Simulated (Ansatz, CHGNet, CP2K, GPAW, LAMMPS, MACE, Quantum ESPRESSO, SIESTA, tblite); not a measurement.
# tblite on amorphous polyacrylonitrile (as short chains C14N4H18) at 360 K (108 atoms): settings against a plane-wave reference

Wanted: tblite inputs and outputs for amorphous polyacrylonitrile (as short chains C14N4H18) at 360 K (108 atoms), checked against a plane-wave reference.

Method: the method is named at each step, in tblite 0.8.0.

### Step 1. Set-up

The cell holds 108 atoms: 42 C, 12 N and 54 H. Its edges and angles: a = 10.346 Å, b = 10.346 Å, c = 10.346 Å, α = 90.0°, β = 90.0°, γ = 90.0°. 3 polyacrylonitrile chains of 4 units with methyl end groups placed at random, at 1.09 g/cm³; overlaps pushed apart, then 20 ps at 800 K with MMFF94 bonds, angles, torsions, charges and radii (Halgren, J. Comput. Chem. 17, 490 (1996)) in harmonic and 12-6 forms. Snapshot after 30 ps at 360 K and fixed volume.

The yardstick, on the same geometry:

| Property | Result |
| --- | --- |
| method | Kohn-Sham DFT, PBE, PAW, plane waves (Ansatz 0.2.0); cutoff 420 eV, Γ point, fermi-dirac smearing of 0.05 eV; PAW set soft_2 |
| r.m.s. force component | 1.196 eV/Å |
| longest force | 5.414 eV/Å |
| pressure | 3.184 GPa |
| gap (highest filled to lowest empty level) | 5.883 eV |
| SCF cycles | 10 |
| time | 9.2 s on 4 threads of Arm Neoverse V2, shared host |
| CPU time | 33 s |

### Step 2. GFN2-xTB

Method: GFN2-xTB tight binding, diagonalisation.

File run.py:

```python
import numpy as np
from ase.io import read
from tblite.ase import TBLite

atoms = read("structure.xyz")
atoms.calc = TBLite(method="GFN2-xTB", electronic_temperature=580, accuracy=1.0, max_iterations=250, mixer_damping=0.4, verbosity=1)
energy = atoms.get_potential_energy()
forces = atoms.get_forces()
print(f"energy {energy:.6f} eV")
print("forces (eV/A)")
for i, (a, f) in enumerate(zip(atoms, forces)):
    print(f"{i:4d} {a.symbol:2s} {f[0]:10.5f} {f[1]:10.5f} {f[2]:10.5f}")
stress = -atoms.get_stress(voigt=False) * 160.21766
print("stress (GPa, compression positive)")
for row in stress:
    print(" ".join(f"{x:10.4f}" for x in row))
print("charges (e)")
print(np.array2string(atoms.get_charges(), precision=4, suppress_small=True, max_line_width=110, threshold=100000))
```

File structure.xyz:

```xyz
108
Lattice="10.34621 0.00000 0.00000 0.00000 10.34621 0.00000 0.00000 0.00000 10.34621" Properties=species:S:1:pos:R:3 pbc="T T T"
C 0.73044 7.25176 3.71770
C 1.68291 6.50435 2.75457
C 2.69498 7.49448 2.24554
C 2.27420 7.99576 0.90902
N 1.98099 8.51441 10.24844
C 4.12245 6.89006 2.27337
C 4.61193 5.87934 1.24486
C 4.79071 6.61599 0.00445
N 4.64183 7.25683 9.43202
C 3.58548 4.71042 1.12256
C 4.33548 3.42656 0.81590
C 5.32623 3.05275 1.89667
N 5.88430 2.52023 2.79213
C 3.27447 2.42050 0.77690
C 3.48605 1.08718 0.07242
C 4.39331 0.24376 0.86815
N 5.13958 9.95378 1.46916
C 4.06927 1.10001 9.05697
H 1.20430 7.53711 4.62000
H 10.22392 6.69679 3.91573
H 0.30397 8.13843 3.15239
H 2.08042 5.78105 3.40183
H 1.21444 5.95787 1.93102
H 2.69260 8.42492 2.92332
H 4.11252 6.35599 3.16904
H 4.78864 7.68237 2.59773
H 5.47025 5.53729 1.65239
H 3.00940 4.63965 1.97271
H 2.85338 4.98791 0.51152
H 4.85072 3.44136 10.20974
H 2.38242 2.84500 0.19844
H 2.87987 2.29789 1.80800
H 2.56120 0.59791 10.29272
H 4.30102 2.17446 8.72972
H 4.98594 0.52704 8.97503
H 3.24612 0.68399 8.39347
C 1.73434 5.04150 6.35195
C 1.39498 5.22701 7.88092
C 0.19130 6.10933 7.98220
C 0.49196 7.38823 7.34912
N 0.77990 8.43382 6.88613
C 10.03189 6.35423 9.44112
C 8.56718 6.73807 9.44257
C 7.67947 5.65886 9.06152
N 6.97541 4.80126 8.81942
C 8.27852 7.29967 0.45347
C 8.95051 8.69454 0.86318
C 8.35394 9.04321 2.15098
N 7.91216 9.16105 3.19160
C 8.52859 9.78017 10.18408
C 8.83432 0.93592 0.17133
C 10.01875 1.41236 9.66667
N 0.57225 1.85425 9.03690
C 7.66923 1.84152 10.23509
H 2.51785 5.71152 6.10799
H 2.11559 4.00719 6.24011
[... 48 atom lines left out ...]
H 3.84310 9.35411 6.80243
H 3.70487 7.35471 5.46114
H 5.41107 7.55635 4.91207
H 5.05071 7.09740 6.66037
```

Run with:

```sh
$ OMP_NUM_THREADS=1 python run.py > output.txt
```

The program printed:

```text
------------------------------------------------------------
  cycle        total energy    energy error   density error
------------------------------------------------------------
      1     -150.6777618676  -1.5336804E+02   2.1297530E-01
      2     -150.8916718582  -2.1390999E-01   1.4184761E-01
      3     -151.6649061994  -7.7323434E-01   9.4394855E-02
      4     -151.9754517763  -3.1054558E-01   1.9371835E-02
      5     -152.0053660469  -2.9914271E-02   8.2736540E-03
      6     -152.0069732792  -1.6072323E-03   4.8936887E-03
      7     -152.0080703969  -1.0971177E-03   2.6133450E-03
      8     -152.0085756580  -5.0526103E-04   6.9468353E-04
      9     -152.0085951768  -1.9518838E-05   2.2866749E-04
     10     -152.0085984266  -3.2498240E-06   1.1007277E-04
     11     -152.0085991832  -7.5659190E-07   4.7664814E-05
     12     -152.0085992106  -2.7357743E-08   3.0636454E-05
     13     -152.0085992783  -6.7714353E-08   8.7602207E-06
------------------------------------------------------------
 total:                                   7.353 sec
energy -4136.364674 eV
forces (eV/A)
   0 C    -0.39075    1.43260   -2.96599
   1 C    -1.46418    0.79813    0.61647
   2 C     0.43554    1.28134   -1.35321
   3 C     0.11571    1.39919   -1.25466
   4 N     0.62590   -1.61093    2.70614
   5 C    -0.62398    1.27279    0.65686
   6 C    -2.79215    1.73934   -1.17115
   7 C    -0.50436   -1.44646    1.62857
   8 N     0.23666    1.04581   -1.73728
   9 C     4.51044    0.70006    0.85364
  10 C     1.67737    0.34946    0.93927
  11 C     0.34065   -1.87623    2.07181
  12 N    -1.85288    2.33462   -3.22102
  13 C    -3.24228   -1.00825   -0.42813
  14 C     1.78698   -0.80666    2.18870
  15 C    -0.26999   -0.01045    0.24644
  16 N    -0.52000    0.31136   -0.36887
  17 C    -0.39421    1.59418   -2.52419
  18 H     0.44727    0.38179    0.52515
  19 H    -1.46216   -1.33681    0.62614
  20 H     0.69490   -0.51896    0.93395
  21 H     1.12886   -1.16938    0.67498
  22 H    -0.51081    0.38153    0.18124
  23 H     0.05384   -1.12889   -0.92344
[...]
100 H     0.29821   -0.57006   -1.27892
 101 H    -0.04353    1.00027   -2.52404
 102 H     0.11935   -0.89510   -1.08086
 103 H    -0.48190   -0.58628   -0.23789
 104 H     0.67692    0.07889   -0.27311
 105 H     0.54936    0.28028    0.24185
 106 H    -0.48418   -0.14950    0.87688
 107 H    -0.41439    0.66696   -1.01576
stress (GPa, compression positive)
    0.9009    -1.0468    -0.3185
   -1.0468    -1.0928     0.6434
   -0.3185     0.6434    -2.8117
charges (e)
[-0.103  -0.0477 -0.0032  0.1111 -0.2356 -0.0597 -0.0128  0.1182 -0.2395 -0.0584 -0.0036  0.0999 -0.2372
 -0.0352 -0.0116  0.1155 -0.2732 -0.0906  0.0526  0.0385  0.0272  0.0385  0.0324  0.0625  0.0517  0.0599
  0.0716  0.0543  0.0614  0.0889  0.0561  0.0207  0.1     0.0562  0.0503  0.0454 -0.1055 -0.0514 -0.0069
  0.1218 -0.2476 -0.0568 -0.0102  0.1127 -0.2407 -0.0452 -0.0056  0.1266 -0.2422 -0.056   0.0035  0.1145
 -0.2686 -0.0852  0.0396  0.0389  0.0381  0.0468  0.0487  0.0632  0.0633  0.0417  0.0716  0.0332  0.0493
  0.0664  0.071   0.0697  0.0733  0.0304  0.0461  0.0474 -0.0894 -0.0474 -0.0084  0.1184 -0.2667 -0.0519
 -0.0037  0.1116 -0.261  -0.0484 -0.0069  0.1143 -0.2461 -0.0513  0.0003  0.1121 -0.2577 -0.0844  0.0198
  0.0558  0.0117  0.0594  0.0547  0.0719  0.0591  0.0761  0.0375  0.0695  0.0568  0.0664  0.0542  0.0693
  0.0769  0.0316  0.0396  0.0587]
```

It took 7.8 s on 1 thread of Arm Neoverse V2, shared host; peak memory 0.16 GiB.

Banners, paths, timers and routine set-up lines are dropped from the logs unmarked, and long logs keep their key lines alone; longer cuts are marked.

Numbers from this run, and their distance from the reference:

```yaml
r_m_s_force_component: 1.268 eV/Å
r_m_s_difference_of_force_components: 558.1 meV/Å
longest_difference_of_force_vectors: 2392 meV/Å
force_difference_over_r_m_s_force: 46.66 %
slope_of_forces_against_the_reference_s: 0.9528
correlation_of_force_components: 0.899
pressure: -1.001 GPa
pressure_difference: -4.186 GPa
```

Length of the force difference by element (eV/Å):

| element | atoms | mean | most |
| --- | --- | --- | --- |
| C | 42 | 0.79 | 1.6 |
| H | 54 | 0.20 | 0.43 |
| N | 12 | 2.2 | 2.4 |

The surroundings of N5, picked at random, nearest first, numbered as they follow in the input and with coordinates relative to it.

| atom | x | y | z | distance (Å) | bonds | Mulliken charge (e) | Fx | Fy | Fz (eV/Å) |
| --- | --- | --- | --- | --- | --- | --- | --- | --- | --- |
| N5 | 0.00 | 0.00 | 0.00 | 0.00 | 1 | -0.24 | 0.63 | -1.61 | 2.71 |
| C4 | 0.29 | -0.52 | 1.01 | 1.17 | 2 | 0.11 | 0.12 | 1.40 | -1.25 |
| H61 | -1.82 | -1.32 | -0.36 | 2.28 | 1 | 0.06 | 0.97 | 0.72 | 0.05 |
| H33 | 0.58 | 2.43 | 0.04 | 2.50 | 1 | 0.10 | -1.28 | -0.66 | 0.67 |
| H66 | -2.27 | 0.09 | 1.07 | 2.51 | 1 | 0.07 | -0.64 | 0.16 | -0.03 |
| C3 | 0.71 | -1.02 | 2.34 | 2.65 | 4 | 0.00 | 0.44 | 1.28 | -1.35 |
| N9 | 2.66 | -1.26 | -0.82 | 3.05 | 1 | -0.24 | 0.24 | 1.05 | -1.74 |
| H24 | 0.71 | -0.09 | 3.02 | 3.11 | 1 | 0.06 | 0.05 | -1.13 | -0.92 |
| C42 | -2.30 | -2.16 | -0.81 | 3.25 | 4 | -0.06 | -0.22 | 0.13 | -1.35 |

Atoms are counted from 1 here, from 0 in the log.

Forces lie 47 % from the reference's, at 0.24 times its CPU time (on 1 against 4 cores).

The difference per atom is largest on N (2.2 eV/Å on average, against 0.79 on C).

### Step 3. GFN1-xTB

Method: GFN1-xTB tight binding, diagonalisation.

Changes to run.py since step 2:

```diff
@@ -5,3 +5,3 @@
 atoms = read("structure.xyz")
-atoms.calc = TBLite(method="GFN2-xTB", electronic_temperature=580, accuracy=1.0, max_iterations=250, mixer_damping=0.4, verbosity=1)
+atoms.calc = TBLite(method="GFN1-xTB", electronic_temperature=580, accuracy=1.0, max_iterations=250, mixer_damping=0.4, verbosity=1)
 energy = atoms.get_potential_energy()
```

structure.xyz is that of step 2.

The program printed:

```text
------------------------------------------------------------
  cycle        total energy    energy error   density error
------------------------------------------------------------
      1     -154.0018764988  -1.5639193E+02   6.5209041E-01
      2     -155.2239182834  -1.2220418E+00   4.3136095E-01
      3     -155.5732260084  -3.4930772E-01   2.4417396E-01
      4     -155.7814960208  -2.0827001E-01   2.8465231E-02
      5     -155.7944209541  -1.2924933E-02   7.1338612E-03
      6     -155.7950902625  -6.6930836E-04   1.4633212E-03
      7     -155.7951084192  -1.8156781E-05   6.5415500E-04
      8     -155.7951149941  -6.5748395E-06   1.1010213E-04
      9     -155.7951151058  -1.1173060E-07   5.3024735E-05
     10     -155.7951151496  -4.3831051E-08   1.5649686E-05
------------------------------------------------------------
 total:                                   1.493 sec
energy -4239.401019 eV
forces (eV/A)
   0 C    -0.41777    1.60232   -3.01031
   1 C    -1.52195    0.77956    0.64852
   2 C     0.51121    1.31118   -1.07044
   3 C     0.01211    1.17908   -1.17227
   4 N     0.48634   -1.24295    2.10805
   5 C    -0.67708    1.23019    0.64260
[...]
105 H     0.50220    0.25620    0.20933
 106 H    -0.50521   -0.16255    0.82424
 107 H    -0.38306    0.68231   -0.95058
stress (GPa, compression positive)
    1.3633    -0.8552    -0.0406
   -0.8552    -0.5031     0.4243
   -0.0406     0.4243    -1.6515
charges (e)
[-0.0961 -0.0558 -0.0053  0.2058 -0.2965 -0.0627 -0.0184  0.2096 -0.3    -0.0698 -0.0039  0.1895 -0.2908
 -0.0391 -0.0067  0.2114 -0.3298 -0.0779  0.0397  0.0421  0.0313  0.0355  0.0325  0.0525  0.042   0.057
  0.0598  0.0512  0.0598  0.0625  0.046   0.03    0.0741  0.0378  0.0428  0.0386 -0.1028 -0.0402 -0.0128
  0.2144 -0.3087 -0.0627 -0.0122  0.2122 -0.3091 -0.0547 -0.0099  0.217  -0.3106 -0.0523  0.0025  0.2132
 -0.3313 -0.0757  0.0404  0.0356  0.0332  0.0374  0.0426  0.0508  0.0508  0.046   0.0589  0.0413  0.0486
  0.0516  0.0503  0.0557  0.0618  0.0241  0.0409  0.041  -0.0835 -0.034  -0.0137  0.207  -0.3196 -0.04
 -0.0155  0.207  -0.3118 -0.0459 -0.0156  0.2101 -0.3107 -0.0481 -0.002   0.2072 -0.3129 -0.0705  0.026
  0.0429  0.0137  0.0437  0.0448  0.0456  0.0548  0.0578  0.0399  0.0468  0.0487  0.0632  0.0472  0.0607
  0.0552  0.0297  0.0337  0.0522]
```

The job ended after 2 s (1 thread; peak memory 0.16 GiB).

Numbers from this run, and their distance from the reference:

```
r.m.s. force component                  : 1.242 eV/Å
r.m.s. difference of force components   : 443.3 meV/Å
longest difference of force vectors     : 1731 meV/Å
force difference over r.m.s. force      : 37.06 %
slope of forces against the reference's : 0.9705
correlation of force components         : 0.9346
pressure                                : -0.2638 GPa
pressure difference                     : -3.448 GPa
```

Against the first run (47 %), the force difference from the reference is 37 %, at 0.25 times the CPU time.

### Step 4. The ladder

Differences are against the plane-wave reference, forces as r.m.s. over components; share is that over the reference's r.m.s. force, slope the least-squares factor from reference forces to these. Total energies of different programs have different zeros and aren't compared.

| run | Δ force, r.m.s. (meV/Å) | share (%) | slope | Δ pressure (GPa) | cores | CPU time | memory (GiB) |
| --- | --- | --- | --- | --- | --- | --- | --- |
| reference | - | - | - | - | 4 | 33 s | 1.1 |
| tblite GFN2-xTB | 558 | 46.7 | 0.953 | -4.19 | 1 | 7.8 s | 0.16 |
| tblite GFN1-xTB | 443 | 37.1 | 0.971 | -3.45 | 1 | 2 s | 0.16 |

CPU time is summed over cores on a shared host, where runs went side by side, so it is rough. Symmetry, cutoffs, thresholds, outputs and thread counts weren't matched or tuned between programs; memory under MPI is the largest rank's times the ranks.

Mean charges by element (e), by run and scheme:

| run | scheme | C | N | H |
| --- | --- | --- | --- | --- |
| reference | Löwdin | -0.12 | -0.20 | +0.20 |
| tblite GFN2-xTB | Mulliken | 0.00 | -0.25 | +0.05 |
| tblite GFN1-xTB | Mulliken | +0.03 | -0.31 | +0.05 |

The reference's Löwdin charges lack the electrons that the projection spills, 0.032 e an atom on average.

### Step 5. What came out

```yaml
nearest_in_forces: tblite GFN1-xTB, 37 %
its_cpu_time: 2 s
```

What this shows: Tight binding differs by 37 % (tblite GFN1-xTB) to 47 % (tblite GFN2-xTB); it is another model, with fitted parameters of its own, and the xTB methods hold dispersion. Of the electronic-structure runs that take under half the reference's CPU time, tblite GFN1-xTB comes nearest, at 37 % in 2 s against 33 s; its pressure misses by -3.4 GPa. Charges hang on model, scheme and program or settings: among these rows the mean for H runs from +0.05 to +0.20 e. Periodic xTB results under one method name differ between programs and library versions. The network of contacts between molecules at the start is that of the classical potential that made the cell, and needn't be the one that DFT or experiment would give. The reference's PBE has no dispersion term, which matters for the binding between molecules or layers. The density was typed from a rule of thumb and may lie off the real one at this temperature. The electronic-structure runs sample only Γ, in a cell whose shortest periodic width is 10 Å.

[Also dropped from logs without a mark: logging warnings of Python, and SIESTA's first energy breakdown and zero terms.]

[Logs are printed without paths, hosts, clocks, repeated set-up lines and the standing remarks that a program may print on its own settings, such as how far it seeks lower states.]

[Hosts, paths, dates, database ids (printed as entryN), source tags and the programs' standing remarks are cut or masked in the printed files.]

[The MMFF94 radii named for the starting cell were scaled by 0.96; in molecules described by MMFF94, hydrogen bound to N, O or S took a small fixed 12-6 site in their place.]
